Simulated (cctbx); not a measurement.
**A crystallographic session in cctbx: Ho3CoNi**

Library: cctbx 2025.11. The data are simulated by the first script.

## 1. Simulate the data

run.py:

```python
from cctbx import adptbx, crystal, miller, sgtbx, xray
from cctbx.array_family import flex
from iotbx.shelx import hklf
from scitbx import matrix
import scitbx.random

cs = crystal.symmetry(unit_cell=(13.175, 3.538, 9.574, 90, 105.68, 90), space_group_symbol='Hall: -C 2y')  # C2/m
atoms = [  # label, site, U (iso, or U11 U22 U33 U12 U13 U23 in A^2), occupancy
    ("Ho1", (0.645, 0.5, 0.3614), (0.0078, 0.0080, 0.0085, 0.0000, 0.0022, 0.0000), 1),
    ("Ho2", (0.8986, 0.5, 0.3244), (0.0168, 0.0121, 0.0132, 0.0000, -0.0022, 0.0000), 1),
    ("Ho3", (0.6311, 0.5, 0.9945), (0.0249, 0.0125, 0.0108, 0.0000, 0.0086, 0.0000), 1),
    ("Ni1", (0.7421, 0, 0.2205), (0.0136, 0.0148, 0.0100, 0.0000, 0.0022, 0.0000), 1),
    ("Co1", (0.5367, 0, 0.1476), (0.0133, 0.0139, 0.0202, 0.0000, 0.0046, 0.0000), 1),
]
xs = xray.structure(crystal_symmetry=cs)
for label, site, u, occ in atoms:
    u = adptbx.u_cif_as_u_star(cs.unit_cell(), u) if isinstance(u, tuple) else u
    xs.add_scatterer(xray.scatterer(label, site=site, u=u, occupancy=occ))
xs.set_inelastic_form_factors(0.71073, "sasaki")
xs.show_summary()
p1 = xs.expand_to_p1()
ms = miller.build_set(p1, anomalous_flag=True, d_min=0.7)
flex.set_random_seed(158026)
scitbx.random.set_random_seed(158026)
ms = ms.select(flex.random_double(ms.size()) < 0.7)
i = ms.structure_factors_from_scatterers(p1, algorithm="direct").f_calc().as_intensity_array().data()
i = i * 5000 / flex.max(i)
sig = flex.sqrt(i + flex.pow2(0.03 * i) + 15 ** 2)
noise = scitbx.random.variate(scitbx.random.normal_distribution())(i.size())
data = ms.array(data=i + sig * noise, sigmas=sig).set_observation_type_xray_intensity()
with open("data.hkl", "w") as f:
    data.export_as_shelx_hklf(f)
print("reflections written:", data.size(), " <I/sigma> = %.1f" % flex.mean(data.data() / data.sigmas()))
for h, a, b in list(data.sort("data"))[:12]:
    print("%4d%4d%4d %9.1f %7.1f" % (h + (a, b)))
```

```console
$ python run.py
```

```text
Number of scatterers: 5
At special positions: 5
Unit cell: (13.175, 3.538, 9.574, 90, 105.68, 90)
Space group: C 1 2/m 1 (No. 12)
reflections written: 3622  <I/sigma> = 3.3
   0  -2   0    5183.8   166.5
  -4   0   3    4128.3   138.9
   1   1   2    3720.7   123.7
  -1   1  -2    3585.0   123.7
  -4   0  -3    3463.3   119.9
  -1   1  -5    2750.4    95.6
  -1  -1  -5    2699.0    95.6
   1  -1   5    2654.2    95.6
   0   0  -3    2613.0    97.2
   0   0   3    2590.2    97.2
   5  -1  -1    2495.3    89.2
   4   2  -3    2358.6    88.0
```

Run time: 0.24 s on 1 thread of Arm Neoverse V2 (shared host), peak memory 0.07 GiB.

## 2. Symmetry

run.py:

```python
from cctbx import crystal, sgtbx, statistics
from cctbx.array_family import flex
from iotbx.shelx import hklf

p1 = crystal.symmetry(unit_cell=(13.175, 3.538, 9.574, 90, 105.68, 90), space_group_symbol="P 1")
raw = hklf.reader(file_name="data.hkl").as_miller_arrays(crystal_symmetry=p1, anomalous=True)[0]
print(raw.size(), "reflections to d = %.3f A" % raw.d_min())
isig = raw.data() / raw.sigmas()
print("centring   violations  <I/sigma> of those")
best = "P"
for c in "ABCIRF":
    a = raw.customized_copy(space_group_info=sgtbx.space_group_info("Hall: %s 1" % c)).sys_absent_flags().data()
    m = flex.mean(isig.select(a))
    print("%5s %10d of %5d %8.1f" % (c, (isig.select(a) > 4).count(True), a.count(True), m))
    if (isig.select(a) > 4).count(True) < 0.01 * a.count(True):
        best = c
raw = raw.select(~raw.customized_copy(space_group_info=sgtbx.space_group_info("Hall: %s 1" % best)).sys_absent_flags().data())
isig = raw.data() / raw.sigmas()
rows = []
for s in sgtbx.space_group_symbol_iterator():
    g = sgtbx.space_group(s)
    if g.conventional_centring_type_symbol() != best or not g.is_compatible_unit_cell(p1.unit_cell(), 1e-3, 0.02):
        continue
    rows.append((s, g))
print("Laue class    unique    Rint  (classes that these axes allow; Friedel mates merged)")
rint = {}
for s, g in rows:
    laue = g.build_derived_patterson_group()
    key = laue.type().hall_symbol()
    if key not in rint:
        m = raw.customized_copy(space_group_info=laue.info(), anomalous_flag=False).merge_equivalents()
        rint[key] = m.r_int()
        print("%-14s %6d %7.3f" % (laue.type().lookup_symbol(), m.array().size(), m.r_int()))
floor = min(rint.values())
good = [(s, g) for s, g in rows if rint[g.build_derived_patterson_group().type().hall_symbol()] < 2 * floor + 0.03]
top = max(g.build_derived_patterson_group().order_z() for s, g in good)
print("space group    extra absences  I>4sigma  <I/sigma>")
for s, g in good:
    laue = g.build_derived_patterson_group()
    if laue.order_z() != top:
        continue
    a = raw.customized_copy(space_group_info=g.info()).sys_absent_flags().data()
    a &= ~raw.customized_copy(space_group_info=laue.info()).sys_absent_flags().data()
    bad = (isig.select(a) > 4).count(True)
    if bad <= 0.03 * a.count(True):
        print("%-16s %8d %10d %9s  %s" % (s.universal_hermann_mauguin(), a.count(True), bad, "%.1f" % flex.mean(isig.select(a)) if a.count(True) else "-", "centric" if g.is_centric() else "acentric"))
laue = max(good, key=lambda t: t[1].build_derived_patterson_group().order_z())[1].build_derived_patterson_group()
f = raw.customized_copy(space_group_info=laue.info(), anomalous_flag=False).merge_equivalents().array().eliminate_sys_absent().f_sq_as_f()
f.set_observation_type_xray_amplitude()
bins = max(3, min(8, f.size() // 12))
f.setup_binner(n_bins=bins)
w = statistics.wilson_plot(f, {e: n / laue.order_z() for e, n in {'Ho': 12.0, 'Ni': 4.0, 'Co': 4.0}.items()}, e_statistics=True)
print("Wilson B = %.2f A^2   <|E^2-1|> = %.3f (0.968 centric, 0.736 acentric)   E^2>4: %.1f %%" % (w.wilson_b, w.mean_e_sq_minus_1, w.percent_e_sq_gt_2))
print("shell (A)         n   <I/sigma>")
m = raw.customized_copy(space_group_info=laue.info(), anomalous_flag=False).merge_equivalents().array().eliminate_sys_absent()
for b in m.setup_binner(n_bins=bins).range_used():
    sel = m.binner().selection(b)
    print("%5.2f - %4.2f %6d %8.1f" % (min(m.binner().bin_d_range(b)[0] if m.binner().bin_d_range(b)[0] > 0 else 99, 99), m.binner().bin_d_range(b)[1], sel.count(True), flex.mean((m.data() / m.sigmas()).select(sel))))
```

```console
$ python run.py
```

```text
3622 reflections to d = 0.700 A
centring   violations  <I/sigma> of those
    A        439 of  1829      3.2
    B        439 of  1802      3.3
    C          0 of  1801      0.0
    I        450 of  1793      3.4
    R        599 of  2415      3.3
    F        439 of  2716      2.2
Laue class    unique    Rint  (classes that these axes allow; Friedel mates merged)
C 1 2/m 1         728   0.062
space group    extra absences  I>4sigma  <I/sigma>
C 1 2 1                 0          0         -  acentric
C 1 m 1                 0          0         -  acentric
C 1 2/m 1               0          0         -  centric
Wilson B = 1.14 A^2   <|E^2-1|> = 0.923 (0.968 centric, 0.736 acentric)   E^2>4: 3.6 %
shell (A)         n   <I/sigma>
 9.22 - 1.40    102     15.0
 1.40 - 1.11     91     14.2
 1.11 - 0.97     94     10.4
 0.97 - 0.88     82      8.6
 0.88 - 0.82    100      9.6
 0.82 - 0.77     85      6.8
 0.77 - 0.73     84      6.1
 0.73 - 0.70     90      4.9
```

Time: 0.23 s.

## 3. Patterson map

run.py:

```python
from cctbx import crystal, maptbx
from iotbx.shelx import hklf

cs = crystal.symmetry(unit_cell=(13.175, 3.538, 9.574, 90, 105.68, 90), space_group_symbol='Hall: -C 2y')  # C2/m
raw = hklf.reader(file_name="data.hkl").as_miller_arrays(crystal_symmetry=cs, anomalous=True)[0]
merged = raw.eliminate_sys_absent().merge_equivalents()
fo2 = merged.array().set_observation_type_xray_intensity()
f = fo2.average_bijvoet_mates().f_sq_as_f()
pm = f.patterson_map(symmetry_flags=maptbx.use_space_group_symmetry, sharpening=False, resolution_factor=0.25)
peaks = pm.peak_search(parameters=maptbx.peak_search_parameters(min_distance_sym_equiv=0.4, max_clusters=14)).all()
top = peaks.heights()[0]
print("Patterson group", f.patterson_symmetry().space_group_info())
print("      u       v       w   height  length (A)")
for x, h in zip(peaks.sites(), peaks.heights()):
    y = [t - round(t) for t in x]
    print("%7.3f %7.3f %7.3f %8.1f %8.2f" % (x + (1000 * h / top, cs.unit_cell().length(y))))
```

```console
$ python run.py
```

```text
Patterson group C 1 2/m 1
      u       v       w   height  length (A)
  0.000   0.000   0.000   1000.0     0.00
  0.228   0.500   0.655    566.1     5.33
  0.255   0.000   0.969    412.4     3.45
  0.042   0.500   0.683    307.2     3.68
  0.013   0.000   0.366    300.6     3.46
  0.029   0.500   0.317    259.7     3.44
  0.097   0.500   0.854    194.9     2.77
  0.111   0.500   0.220    186.5     2.84
  0.211   0.500   0.279    165.8     3.74
  0.133   0.000   0.804    149.8     2.89
  0.157   0.500   0.118    149.1     2.73
  0.204   0.000   0.353    132.9     3.71
  0.110   0.000   0.419     99.2     3.88
  0.182   0.500   0.512     95.6     6.07
```

Time: 0.23 s.

## 4. Charge flipping

run.py:

```python
import itertools
from cctbx import crystal, maptbx
from cctbx.array_family import flex
from iotbx.shelx import hklf
from smtbx.ab_initio import charge_flipping as cf

cs = crystal.symmetry(unit_cell=(13.175, 3.538, 9.574, 90, 105.68, 90), space_group_symbol='Hall: -C 2y')  # C2/m
raw = hklf.reader(file_name="data.hkl").as_miller_arrays(crystal_symmetry=cs, anomalous=True)[0]
merged = raw.eliminate_sys_absent().merge_equivalents()
fo2 = merged.array().set_observation_type_xray_intensity()
f = fo2.average_bijvoet_mates().f_sq_as_f().resolution_filter(d_min=0.9)
p1 = f.expand_to_p1()
work = p1
flex.set_random_seed(86651)
it = cf.weak_reflection_improved_iterator(delta=None, weak_reflection_fraction=0.3)
it.start(work, phases=flex.random_double(p1.size()) * 6.2832, f_000=0)
it.delta = 1.1 * it.rho_map.sigma()
print("cycle      R  skewness")
for n, st in enumerate(itertools.islice(it, 300)):
    if n % 25 == 0:
        print("%5d %6.3f %8.2f" % (n, st.r1_factor(), st.rho_map.skewness()))
rho = p1.phase_transfer(it.f_calc).fft_map().apply_volume_scaling()
polish = cf.low_density_elimination_iterator(constant_rho_c=rho.sigma())
polish.start(f_obs=p1, phases=it.f_calc, f_000=0)
for _ in range(8):
    next(polish)
print("origin shift          correlation  skewness")
maps = []
for fc, shift, cc in itertools.islice(cf.f_calc_symmetrisations(f, polish.f_calc, 0), 4):
    m = f.phase_transfer(fc).fft_map(symmetry_flags=maptbx.use_space_group_symmetry, resolution_factor=0.25).apply_sigma_scaling()
    maps.append((m.skewness(), cc, m))
    print("%6.3f %6.3f %6.3f %10.3f %9.2f" % (tuple(shift) + (cc, m.skewness())))
skew, cc, m = max((t for t in maps if t[1] > maps[0][1] - 0.04), key=lambda t: t[0])
print("taken: symmetry correlation %.3f, skewness %.2f" % (cc, skew))
peaks = m.peak_search(parameters=maptbx.peak_search_parameters(min_distance_sym_equiv=0.9, max_clusters=10)).all()
sps = cs.special_position_settings(min_distance_sym_equiv=0.5)
print("peak      x       y       z  mult  height/sigma")
for k, (x, h) in enumerate(zip(peaks.sites(), peaks.heights())):
    ss = sps.site_symmetry(x)
    print("Q%-3d %7.4f %7.4f %7.4f %4d %8.1f" % ((k + 1,) + tuple(t % 1 for t in ss.exact_site()) + (ss.multiplicity(), h)))
```

```console
$ python run.py
```

```text
cycle      R  skewness
    0  0.581     0.34
   25  0.349     3.72
   50  0.332     3.37
   75  0.340     3.34
  100  0.349     3.26
  125  0.352     3.21
  150  0.353     3.34
  175  0.327     3.31
  200  0.362     3.18
  225  0.346     3.22
  250  0.363     3.20
  275  0.364     3.18
origin shift          correlation  skewness
 0.242  0.016  0.409      0.858      2.76
 0.379  0.014  0.079      0.866      2.69
 0.110  0.006  0.432      0.860      2.14
 0.483  0.006  0.263      0.850      1.44
taken: symmetry correlation 0.858, skewness 2.76
peak      x       y       z  mult  height/sigma
Q1    0.2251  0.0000  0.2182    4     11.1
Q2    0.0180  0.5000  0.8158    4      9.4
Q3    0.2218  0.0000  0.8608    4      5.6
Q4    0.0494  0.0000  0.1387    4      5.1
Q5    0.2367  0.0000  0.4638    4      5.0
Q6    0.0014  0.5000  0.4236    4      4.4
Q7    0.1807  0.5000  0.5127    4      3.9
Q8    0.0653  0.0000  0.4934    4      3.9
Q9    0.1247  0.0000  0.6571    4      3.8
Q10   0.1259  0.5000  0.9901    4      3.3
```

Time: 0.31 s.

## 5. Refinement (model from the peaks)

run.py:

```python
import math
from cctbx import adptbx, crystal, maptbx, sgtbx, xray
from cctbx.array_family import flex
from cctbx.xray import observations
from iotbx.shelx import hklf
from scitbx.lstbx import normal_eqns_solving
from smtbx import absolute_structure, utils
from smtbx.refinement import constraints, least_squares

cs = crystal.symmetry(unit_cell=(13.175, 3.538, 9.574, 90, 105.68, 90), space_group_symbol='Hall: -C 2y')  # C2/m
atoms = [  # label, site, U (iso, or U11 U22 U33 U12 U13 U23 in A^2), occupancy
    ("Ho1", (0.2251, 0, 0.2182), 0.0200, 1),
    ("Ho2", (0.018, 0.5, 0.8158), 0.0200, 1),
    ("Ho3", (0.2218, 0, 0.8608), 0.0200, 1),
    ("Co1", (0.0494, 0, 0.1387), 0.0200, 1),
    ("Ni1", (0.2367, 0, 0.4638), 0.0200, 1),
]
xs = xray.structure(crystal_symmetry=cs)
for label, site, u, occ in atoms:
    u = adptbx.u_cif_as_u_star(cs.unit_cell(), u) if isinstance(u, tuple) else u
    xs.add_scatterer(xray.scatterer(label, site=site, u=u, occupancy=occ))
xs.set_inelastic_form_factors(0.71073, "sasaki")
raw = hklf.reader(file_name="data.hkl").as_miller_arrays(crystal_symmetry=cs, anomalous=True)[0]
merged = raw.eliminate_sys_absent().merge_equivalents()
fo2 = merged.array().set_observation_type_xray_intensity()
print("Rint %.3f, %d unique reflections to %.2f A" % (merged.r_int(), fo2.size(), fo2.d_min()))
for sc in xs.scatterers():
    sc.flags.set_grad_site(True)
    sc.flags.set_grad_u_aniso(sc.flags.use_u_aniso())
    sc.flags.set_grad_u_iso(sc.flags.use_u_iso())
obs = fo2.as_xray_observations()
extra = {}
rep = constraints.reparametrisation(xs, [], utils.connectivity_table(xs), **extra)
ls = least_squares.crystallographic_ls(obs, rep, weighting_scheme=least_squares.mainstream_shelx_weighting(a=0, b=0))
print("cycle     R1     wR2    GooF  max shift (A)")
for cycle in range(6):
    ls.build_up()
    r1, wr2, goof = ls.r1_factor(cutoff_factor=2)[0], ls.wR2(), ls.goof()
    old = xs.sites_cart()
    normal_eqns_solving.levenberg_marquardt_iterations(ls, n_max_iterations=3, tau=0.0001, step_threshold=1e-7)
    big = flex.max((xs.sites_cart() - old).norms())
    print("%4d %7.4f %7.4f %7.3f %9.5f" % (cycle + 1, r1, wr2, goof, big))
    ls.build_up(objective_only=True)
    if abs(ls.wR2() - wr2) < 5e-5 and big < 5e-4:
        break
ls.build_up()
print("final R1 %.4f wR2 %.4f GooF %.3f  parameters %d  data/parameter %.1f" % (ls.r1_factor(cutoff_factor=2)[0], ls.wR2(), ls.goof(), ls.n_parameters, fo2.size() / ls.n_parameters))
cov = ls.covariance_matrix_and_annotations()
su = dict(zip(cov.annotations, (math.sqrt(max(v, 0)) for v in cov.matrix.matrix_packed_u_diagonal())))
a2 = cs.unit_cell().reciprocal_parameters()[0] ** -2
print("atom        x        y        z      Ueq    occ   su(xyz)  su(Uiso or U11)")
for sc in xs.scatterers():
    s = max(su.get(sc.label + k, 0) for k in (".x", ".y", ".z"))
    npd = "" if sc.is_positive_definite_u(cs.unit_cell()) else "  NPD"
    print("%-5s %8.5f %8.5f %8.5f %8.4f %6.3f %8.5f %7.4f%s" % ((sc.label,) + sc.site + (sc.u_iso_or_equiv(cs.unit_cell()), sc.occupancy, s, su.get(sc.label + ".uiso", su.get(sc.label + ".u11", 0) * a2), npd)))
fo = fo2.f_sq_as_f()
fc = fo.structure_factors_from_scatterers(xs, algorithm="direct").f_calc()
diff = fo.f_obs_minus_f_calc(1 / math.sqrt(ls.scale_factor()), fc).average_bijvoet_mates()
m = diff.fft_map(symmetry_flags=maptbx.use_space_group_symmetry, resolution_factor=0.25).apply_volume_scaling()
print("difference map: max %.2f min %.2f rms %.2f" % (m.statistics().max(), m.statistics().min(), m.statistics().sigma()))
peaks = m.peak_search(parameters=maptbx.peak_search_parameters(min_distance_sym_equiv=0.6, max_clusters=5)).all()
near = xs.closest_distances(peaks.sites(), distance_cutoff=4)
sps = cs.special_position_settings(min_distance_sym_equiv=0.5)
for k, (x, h) in enumerate(zip(peaks.sites(), peaks.heights())):
    ss = sps.site_symmetry(x)
    print("Q%-3d %7.4f %7.4f %7.4f %4d %7.2f  %.2f A from %s" % ((k + 1,) + tuple(t % 1 for t in ss.exact_site()) + (ss.multiplicity(), h, near.smallest_distances[k], xs.scatterers()[near.i_seqs[k]].label)))
```

```console
$ python run.py
```

```text
Rint 0.062, 728 unique reflections to 0.70 A
cycle     R1     wR2    GooF  max shift (A)
   1  0.5268  0.8116  11.853   0.11111
   2  0.4819  0.7665  11.196   0.05373
   3  0.4775  0.7622  11.133   0.02851
   4  0.4758  0.7609  11.114   0.01654
   5  0.4759  0.7607  11.111   0.02371
   6  0.4745  0.7604  11.106   0.00872
final R1 0.4743 wR2 0.7603 GooF 11.105  parameters 15  data/parameter 48.5
atom        x        y        z      Ueq    occ   su(xyz)  su(Uiso or U11)
Ho1    0.22228  0.00000  0.20826   0.0001  1.000  0.00170  0.0032
Ho2    0.02324  0.50000  0.82727   0.0059  1.000  0.00194  0.0038
Ho3    0.21051  0.00000  0.84031   0.0061  1.000  0.00197  0.0037
Co1    0.05278  0.00000  0.14846   0.0001  1.000  0.00504  0.0087
Ni1    0.24626  0.00000  0.47601   0.0001  1.000  0.00483  0.0074
difference map: max 121.77 min -192.02 rms 17.62
Q1    0.0687  0.0000  0.5159    4  127.00  2.47 A from Ni1
Q2    0.1662  0.0000  0.9251    4  109.83  1.12 A from Ho3
Q3    0.1165  0.5000  0.9978    4  107.29  1.76 A from Ho2
Q4    0.0152  0.5000  0.8208    4  107.18  0.11 A from Ho2
Q5    0.1146  0.5000  0.6013    4  105.27  2.15 A from Ni1
```

Time: 0.57 s.

Figures of merit this high mean that the model is still wrong or incomplete.

## 6. Charge flipping

run.py, as its changes from the last script of this kind:

```diff
@@ -13,2 +13,3 @@
-work = p1
-flex.set_random_seed(86651)
+p1.setup_binner_counting_sorted(reflections_per_bin=max(40, p1.size() // 12))
+work = p1.array(data=p1.data() / p1.amplitude_quasi_normalisations().data())
+flex.set_random_seed(86652)
@@ -19,2 +20,2 @@
-for n, st in enumerate(itertools.islice(it, 300)):
-    if n % 25 == 0:
+for n, st in enumerate(itertools.islice(it, 600)):
+    if n % 50 == 0:
```

```console
$ python run.py
```

```text
cycle      R  skewness
    0  0.615     0.19
   50  0.522     2.08
  100  0.530     2.35
  150  0.526     2.45
  200  0.525     2.20
  250  0.527     2.31
  300  0.531     2.29
  350  0.523     2.05
  400  0.547     2.01
  450  0.544     2.03
  500  0.538     2.11
  550  0.518     2.09
origin shift          correlation  skewness
 0.390  0.227 -0.001      0.858      1.46
 0.163  0.212  0.413      0.855      1.77
 0.028  0.238  0.252      0.853      1.73
 0.188  0.198  0.216      0.852      1.34
taken: symmetry correlation 0.855, skewness 1.77
peak      x       y       z  mult  height/sigma
Q1    0.0875  0.5000  0.9364    4      8.5
Q2    0.1890  0.5000  0.4101    4      7.8
Q3    0.0570  0.0000  0.6157    4      6.2
Q4    0.1531  0.0000  0.7476    4      5.9
Q5    0.1739  0.5000  0.0469    4      5.7
Q6    0.0785  0.0000  0.1913    4      4.3
Q7    0.0372  0.5000  0.4434    4      4.3
Q8    0.1381  0.0000  0.5529    4      3.5
Q9    0.0926  0.5000  0.2997    4      3.3
Q10   0.2212  0.5000  0.9190    4      2.8
```

Run time: 0.37 s on 1 thread of Arm Neoverse V2 (shared host), peak memory 0.07 GiB.

[Logs are printed without paths, hosts, clocks, repeated set-up lines and the standing remarks that a program may print on its own settings, such as how far it seeks lower states.]
